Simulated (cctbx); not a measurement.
## TiAl3C3 with cctbx, script by script

Library: cctbx 2025.11. The data are simulated by the first script.

## 1. Simulate the data

run.py:

```python
from cctbx import adptbx, crystal, miller, sgtbx, xray
from cctbx.array_family import flex
from iotbx.shelx import hklf
from scitbx import matrix
import scitbx.random

cs = crystal.symmetry(unit_cell=(3.331, 3.331, 16.35, 90, 90, 120), space_group_symbol='Hall: P 6c -2c')  # P6_3mc
atoms = [  # label, site, U (iso, or U11 U22 U33 U12 U13 U23 in A^2), occupancy
    ("Ti1", (0, 0, 0.0014), 0.0108, 1),
    ("Al1", (1/3, 2/3, 0.758), 0.0124, 1),
    ("Al2", (2/3, 1/3, 0.6322), 0.0157, 1),
    ("Al3", (1/3, 2/3, 0.3716), 0.0142, 1),
    ("C1", (2/3, 1/3, 0.0829), 0.0200, 1),
    ("C2", (2/3, 1/3, 0.4149), 0.0184, 1),
    ("C3", (1/3, 2/3, 0.2517), 0.0191, 1),
]
xs = xray.structure(crystal_symmetry=cs)
for label, site, u, occ in atoms:
    u = adptbx.u_cif_as_u_star(cs.unit_cell(), u) if isinstance(u, tuple) else u
    xs.add_scatterer(xray.scatterer(label, site=site, u=u, occupancy=occ))
xs.set_inelastic_form_factors(1.3414, "sasaki")
xs.show_summary()
p1 = xs.expand_to_p1()
ms = miller.build_set(p1, anomalous_flag=True, d_min=0.8)
flex.set_random_seed(53311)
scitbx.random.set_random_seed(53311)
ms = ms.select(flex.random_double(ms.size()) < 0.95)
i = ms.structure_factors_from_scatterers(p1, algorithm="direct").f_calc().as_intensity_array().data()
i = i * 5000 / flex.max(i)
sig = flex.sqrt(i + flex.pow2(0.02 * i) + 4 ** 2)
noise = scitbx.random.variate(scitbx.random.normal_distribution())(i.size())
data = ms.array(data=i + sig * noise, sigmas=sig).set_observation_type_xray_intensity()
with open("data.hkl", "w") as f:
    data.export_as_shelx_hklf(f)
print("reflections written:", data.size(), " <I/sigma> = %.1f" % flex.mean(data.data() / data.sigmas()))
for h, a, b in list(data.sort("data"))[:12]:
    print("%4d%4d%4d %9.1f %7.1f" % (h + (a, b)))
```

```console
$ python run.py
```

```text
Number of scatterers: 7
At special positions: 7
Unit cell: (3.331, 3.331, 16.35, 90, 90, 120)
Space group: P 63 m c (No. 186)
reflections written: 1175  <I/sigma> = 9.6
   1   1   0    5041.3   122.5
  -1   2   0    5032.0   122.5
   2  -1   0    4999.8   122.5
  -1  -1   0    4936.9   122.5
   1  -2   0    4865.3   122.5
  -2   1   0    4704.2   122.5
   0   0   8    4458.4   109.2
   0   0  -8    4295.0   108.3
   1  -2  -8    2325.0    65.4
   2  -1   8    2309.3    66.1
  -1  -1   8    2252.7    66.1
  -1   2   8    2246.7    66.1
```

It took 0.2 s on 1 thread of Arm Neoverse V2, on a shared host, peak memory 0.07 GiB.

## 2. Refinement (lightest element left out)

run.py:

```python
import math
from cctbx import adptbx, crystal, maptbx, sgtbx, xray
from cctbx.array_family import flex
from cctbx.xray import observations
from iotbx.shelx import hklf
from scitbx.lstbx import normal_eqns_solving
from smtbx import absolute_structure, utils
from smtbx.refinement import constraints, least_squares

cs = crystal.symmetry(unit_cell=(3.331, 3.331, 16.35, 90, 90, 120), space_group_symbol='Hall: P 6c -2c')  # P6_3mc
atoms = [  # label, site, U (iso, or U11 U22 U33 U12 U13 U23 in A^2), occupancy
    ("Ti1", (0, 0, 0.0017), 0.0200, 1),
    ("Al1", (1/3, 2/3, 0.7593), 0.0200, 1),
    ("Al2", (2/3, 1/3, 0.6347), 0.0200, 1),
    ("Al3", (1/3, 2/3, 0.3712), 0.0200, 1),
]
xs = xray.structure(crystal_symmetry=cs)
for label, site, u, occ in atoms:
    u = adptbx.u_cif_as_u_star(cs.unit_cell(), u) if isinstance(u, tuple) else u
    xs.add_scatterer(xray.scatterer(label, site=site, u=u, occupancy=occ))
xs.set_inelastic_form_factors(1.3414, "sasaki")
raw = hklf.reader(file_name="data.hkl").as_miller_arrays(crystal_symmetry=cs, anomalous=True)[0]
merged = raw.eliminate_sys_absent().merge_equivalents()
fo2 = merged.array().set_observation_type_xray_intensity()
print("Rint %.3f, %d unique reflections to %.2f A" % (merged.r_int(), fo2.size(), fo2.d_min()))
for sc in xs.scatterers():
    sc.flags.set_grad_site(True)
    sc.flags.set_grad_u_aniso(sc.flags.use_u_aniso())
    sc.flags.set_grad_u_iso(sc.flags.use_u_iso())
obs = fo2.as_xray_observations()
extra = {}
rep = constraints.reparametrisation(xs, [], utils.connectivity_table(xs), **extra)
ls = least_squares.crystallographic_ls(obs, rep, weighting_scheme=least_squares.mainstream_shelx_weighting(a=0, b=0))
print("cycle     R1     wR2    GooF  max shift (A)")
for cycle in range(8):
    ls.build_up()
    r1, wr2, goof = ls.r1_factor(cutoff_factor=2)[0], ls.wR2(), ls.goof()
    old = xs.sites_cart()
    normal_eqns_solving.levenberg_marquardt_iterations(ls, n_max_iterations=3, tau=1e-06, step_threshold=1e-7)
    big = flex.max((xs.sites_cart() - old).norms())
    print("%4d %7.4f %7.4f %7.3f %9.5f" % (cycle + 1, r1, wr2, goof, big))
    ls.build_up(objective_only=True)
    if abs(ls.wR2() - wr2) < 5e-5 and big < 5e-4:
        break
ls.build_up()
print("final R1 %.4f wR2 %.4f GooF %.3f  parameters %d  data/parameter %.1f" % (ls.r1_factor(cutoff_factor=2)[0], ls.wR2(), ls.goof(), ls.n_parameters, fo2.size() / ls.n_parameters))
cov = ls.covariance_matrix_and_annotations()
su = dict(zip(cov.annotations, (math.sqrt(max(v, 0)) for v in cov.matrix.matrix_packed_u_diagonal())))
a2 = cs.unit_cell().reciprocal_parameters()[0] ** -2
print("atom        x        y        z      Ueq    occ   su(xyz)  su(Uiso or U11)")
for sc in xs.scatterers():
    s = max(su.get(sc.label + k, 0) for k in (".x", ".y", ".z"))
    npd = "" if sc.is_positive_definite_u(cs.unit_cell()) else "  NPD"
    print("%-5s %8.5f %8.5f %8.5f %8.4f %6.3f %8.5f %7.4f%s" % ((sc.label,) + sc.site + (sc.u_iso_or_equiv(cs.unit_cell()), sc.occupancy, s, su.get(sc.label + ".uiso", su.get(sc.label + ".u11", 0) * a2), npd)))
fo = fo2.f_sq_as_f()
fc = fo.structure_factors_from_scatterers(xs, algorithm="direct").f_calc()
diff = fo.f_obs_minus_f_calc(1 / math.sqrt(ls.scale_factor()), fc).average_bijvoet_mates()
m = diff.fft_map(symmetry_flags=maptbx.use_space_group_symmetry, resolution_factor=0.25).apply_volume_scaling()
print("difference map: max %.2f min %.2f rms %.2f" % (m.statistics().max(), m.statistics().min(), m.statistics().sigma()))
peaks = m.peak_search(parameters=maptbx.peak_search_parameters(min_distance_sym_equiv=0.6, max_clusters=8)).all()
near = xs.closest_distances(peaks.sites(), distance_cutoff=4)
sps = cs.special_position_settings(min_distance_sym_equiv=0.5)
for k, (x, h) in enumerate(zip(peaks.sites(), peaks.heights())):
    ss = sps.site_symmetry(x)
    print("Q%-3d %7.4f %7.4f %7.4f %4d %7.2f  %.2f A from %s" % ((k + 1,) + tuple(t % 1 for t in ss.exact_site()) + (ss.multiplicity(), h, near.smallest_distances[k], xs.scatterers()[near.i_seqs[k]].label)))
```

```console
$ python run.py
```

```text
Rint 0.040, 166 unique reflections to 0.80 A
cycle     R1     wR2    GooF  max shift (A)
   1  0.2264  0.5429  18.439   0.05590
   2  0.1991  0.4319  14.670   0.00000
   3  0.1977  0.4334  14.722   0.00000
   4  0.1968  0.4361  14.811   0.07827
   5  0.1956  0.4364  14.823   0.06732
   6  0.1941  0.4244  14.415   0.02278
   7  0.1957  0.4242  14.407   0.02090
   8  0.1945  0.4240  14.401   0.01967
final R1 0.1955 wR2 0.4239 GooF 14.398  parameters 8  data/parameter 20.8
atom        x        y        z      Ueq    occ   su(xyz)  su(Uiso or U11)
Ti1    0.00000  0.00000  0.00462   0.0015  1.000  0.00095  0.0026
Al1    0.33333  0.66667  0.75787   0.0002  1.000  0.00157  0.0037
Al2    0.66667  0.33333  0.62875   0.0074  1.000  0.00126  0.0059
Al3    0.33333  0.66667  0.37022   0.0091  1.000  0.00134  0.0068
difference map: max 10.08 min -3.34 rms 1.08
Q1    0.3333  0.6667  0.9115    2   10.08  2.04 A from Al3
Q2    0.3333  0.6667  0.5802    2   10.02  2.08 A from Al2
Q3    0.3333  0.6667  0.2482    2    7.51  1.93 A from Al1
Q4    0.0000  0.0000  0.0021    2    7.45  0.04 A from Ti1
Q5    0.3333  0.6667  0.1371    2    4.72  0.14 A from Al2
Q6    0.3333  0.6667  0.3575    2    4.68  0.21 A from Al3
Q7    0.3333  0.6667  0.7752    2    2.93  0.28 A from Al1
Q8    0.0000  0.0000  0.3824    2    2.78  1.93 A from Al3
```

Time: 0.59 s.

Figures of merit this high mean that the model is still wrong or incomplete.

## 3. Refinement (whole model)

run.py, as its changes from the last script of this kind:

```diff
@@ -15,0 +16,3 @@
+    ("C1", (2/3, 1/3, 0.0832), 0.0200, 1),
+    ("C2", (2/3, 1/3, 0.4158), 0.0200, 1),
+    ("C3", (1/3, 2/3, 0.2518), 0.0200, 1),
@@ -60 +63 @@
-peaks = m.peak_search(parameters=maptbx.peak_search_parameters(min_distance_sym_equiv=0.6, max_clusters=8)).all()
+peaks = m.peak_search(parameters=maptbx.peak_search_parameters(min_distance_sym_equiv=0.6, max_clusters=6)).all()
```

```console
$ python run.py
```

```text
Rint 0.040, 166 unique reflections to 0.80 A
cycle     R1     wR2    GooF  max shift (A)
   1  0.0740  0.1499   5.190   0.02929
   2  0.0138  0.0267   0.924   0.00012
final R1 0.0137 wR2 0.0267 GooF 0.924  parameters 14  data/parameter 11.9
atom        x        y        z      Ueq    occ   su(xyz)  su(Uiso or U11)
Ti1    0.00000  0.00000  0.00208   0.0108  1.000  0.00007  0.0002
Al1    0.33333  0.66667  0.75834   0.0124  1.000  0.00010  0.0003
Al2    0.66667  0.33333  0.63291   0.0162  1.000  0.00016  0.0004
Al3    0.33333  0.66667  0.37233   0.0136  1.000  0.00013  0.0004
C1     0.66667  0.33333  0.08369   0.0208  1.000  0.00042  0.0016
C2     0.66667  0.33333  0.41633   0.0176  1.000  0.00042  0.0014
C3     0.33333  0.66667  0.25326   0.0182  1.000  0.00072  0.0009
difference map: max 0.16 min -0.21 rms 0.04
Q1    0.1403  0.2807  0.3613    6    0.17  1.13 A from Al3
Q2    0.3333  0.6667  0.4127    2    0.15  0.66 A from Al3
Q3    0.0000  0.0000  0.0492    2    0.14  0.77 A from Ti1
Q4    0.1586  0.3171  0.5098    6    0.14  0.92 A from Ti1
Q5    0.1132  0.2264  0.2030    6    0.13  1.51 A from C3
Q6    0.3333  0.6667  0.2135    2    0.13  0.65 A from C3
```

Time: 0.35 s.

## 4. Simulate the data

run.py, as its changes from the last script of this kind:

```diff
@@ -21 +21 @@
-xs.set_inelastic_form_factors(1.3414, "sasaki")
+xs.switch_to_neutron_scattering_dictionary()
@@ -24 +24 @@
-ms = miller.build_set(p1, anomalous_flag=True, d_min=0.8)
+ms = miller.build_set(p1, anomalous_flag=True, d_min=0.7)
```

```console
$ python run.py
```

```text
Number of scatterers: 7
At special positions: 7
Unit cell: (3.331, 3.331, 16.35, 90, 90, 120)
Space group: P 63 m c (No. 186)
reflections written: 1843  <I/sigma> = 11.1
   0   0  -6    5107.4   122.5
   0   0   6    4934.2   122.5
   2  -1   0    4932.3   117.7
  -1  -1   0    4818.2   117.7
   1  -2   0    4710.2   117.7
  -2   1   0    4673.5   117.7
   1   1   0    4635.4   117.7
  -1   2   0    4564.0   117.7
   2  -1   6    3988.2   100.2
  -1   2  -6    3977.1   100.2
   1  -2   6    3956.2   100.2
   2  -1  -6    3918.5   100.2
```

Time: 0.21 s.

## 5. Refinement (lightest element left out)

run.py, as its changes from the last script of this kind:

```diff
@@ -12,7 +12,4 @@
-    ("Ti1", (0, 0, 0.0017), 0.0200, 1),
-    ("Al1", (1/3, 2/3, 0.7593), 0.0200, 1),
-    ("Al2", (2/3, 1/3, 0.6347), 0.0200, 1),
-    ("Al3", (1/3, 2/3, 0.3712), 0.0200, 1),
-    ("C1", (2/3, 1/3, 0.0832), 0.0200, 1),
-    ("C2", (2/3, 1/3, 0.4158), 0.0200, 1),
-    ("C3", (1/3, 2/3, 0.2518), 0.0200, 1),
+    ("Ti1", (0, 0, 0.0022), 0.0200, 1),
+    ("Al1", (1/3, 2/3, 0.7599), 0.0200, 1),
+    ("Al2", (2/3, 1/3, 0.6329), 0.0200, 1),
+    ("Al3", (1/3, 2/3, 0.3724), 0.0200, 1),
@@ -24 +21 @@
-xs.set_inelastic_form_factors(1.3414, "sasaki")
+xs.switch_to_neutron_scattering_dictionary()
@@ -63 +60 @@
-peaks = m.peak_search(parameters=maptbx.peak_search_parameters(min_distance_sym_equiv=0.6, max_clusters=6)).all()
+peaks = m.peak_search(parameters=maptbx.peak_search_parameters(min_distance_sym_equiv=0.6, max_clusters=8)).all()
```

```console
$ python run.py
```

```text
Rint 0.035, 243 unique reflections to 0.70 A
cycle     R1     wR2    GooF  max shift (A)
   1  0.4089  0.7383  29.012   0.05393
   2  0.3981  0.7264  28.542   0.01888
   3  0.3970  0.7258  28.518   0.00297
   4  0.3968  0.7257  28.518   0.00045
final R1 0.3968 wR2 0.7257 GooF 28.518  parameters 8  data/parameter 30.4
atom        x        y        z      Ueq    occ   su(xyz)  su(Uiso or U11)
Ti1    0.00000  0.00000  0.00580   0.0101  1.000  0.00133  0.0042
Al1    0.33333  0.66667  0.75816   0.0170  1.000  0.00204  0.0056
Al2    0.66667  0.33333  0.62839   0.0196  1.000  0.00201  0.0075
Al3    0.33333  0.66667  0.36835   0.0127  1.000  0.00177  0.0058
difference map: max 15.18 min -14.24 rms 1.83
Q1    0.3333  0.6667  0.9078    2   16.12  2.03 A from Al3
Q2    0.3333  0.6667  0.5762    2   15.93  2.10 A from Al2
Q3    0.3333  0.6667  0.2422    2   15.68  1.86 A from Al2
Q4    0.3333  0.6667  0.4394    2   15.29  1.16 A from Al3
Q5    0.3333  0.6667  0.6948    2   14.77  1.04 A from Al1
Q6    0.3333  0.6667  0.0283    2   13.91  1.64 A from Al2
Q7    0.3333  0.6667  0.1049    2   13.45  0.38 A from Al2
Q8    0.3333  0.6667  0.7745    2   12.07  0.27 A from Al1
```

Time: 0.42 s.

Figures of merit this high mean that the model is still wrong or incomplete.

## 6. Refinement (whole model)

run.py, as its changes from the last script of this kind:

```diff
@@ -15,0 +16,3 @@
+    ("C1", (2/3, 1/3, 0.083), 0.0200, 1),
+    ("C2", (2/3, 1/3, 0.4152), 0.0200, 1),
+    ("C3", (1/3, 2/3, 0.2534), 0.0200, 1),
@@ -60 +63 @@
-peaks = m.peak_search(parameters=maptbx.peak_search_parameters(min_distance_sym_equiv=0.6, max_clusters=8)).all()
+peaks = m.peak_search(parameters=maptbx.peak_search_parameters(min_distance_sym_equiv=0.6, max_clusters=6)).all()
```

```console
$ python run.py
```

```text
Rint 0.035, 243 unique reflections to 0.70 A
cycle     R1     wR2    GooF  max shift (A)
   1  0.0651  0.1480   5.890   0.01481
   2  0.0110  0.0216   0.860   0.00000
final R1 0.0110 wR2 0.0216 GooF 0.860  parameters 14  data/parameter 17.4
atom        x        y        z      Ueq    occ   su(xyz)  su(Uiso or U11)
Ti1    0.00000  0.00000  0.00234   0.0107  1.000  0.00006  0.0001
Al1    0.33333  0.66667  0.75904   0.0124  1.000  0.00009  0.0002
Al2    0.66667  0.33333  0.63308   0.0160  1.000  0.00008  0.0003
Al3    0.33333  0.66667  0.37250   0.0140  1.000  0.00008  0.0003
C1     0.66667  0.33333  0.08391   0.0199  1.000  0.00009  0.0002
C2     0.66667  0.33333  0.41588   0.0187  1.000  0.00009  0.0002
C3     0.33333  0.66667  0.25268   0.0192  1.000  0.00008  0.0001
difference map: max 0.18 min -0.17 rms 0.03
Q1    0.3333  0.6667  0.8453    2    0.19  1.15 A from C2
Q2    0.3333  0.6667  0.4453    2    0.11  1.19 A from Al3
Q3    0.1001  0.2003  0.7533    6    0.11  1.35 A from Al1
Q4    0.3333  0.6667  0.9838    2    0.10  1.11 A from C2
Q5    0.3333  0.6667  0.7235    2    0.10  0.58 A from Al1
Q6    0.1612  0.3224  0.2819    6    0.09  1.10 A from C3
```

It took 0.32 s on 1 thread of Arm Neoverse V2 (shared host), peak memory 0.09 GiB.

[Logs are printed without paths, hosts, clocks, repeated set-up lines and the standing remarks that a program may print on its own settings, such as how far it seeks lower states.]
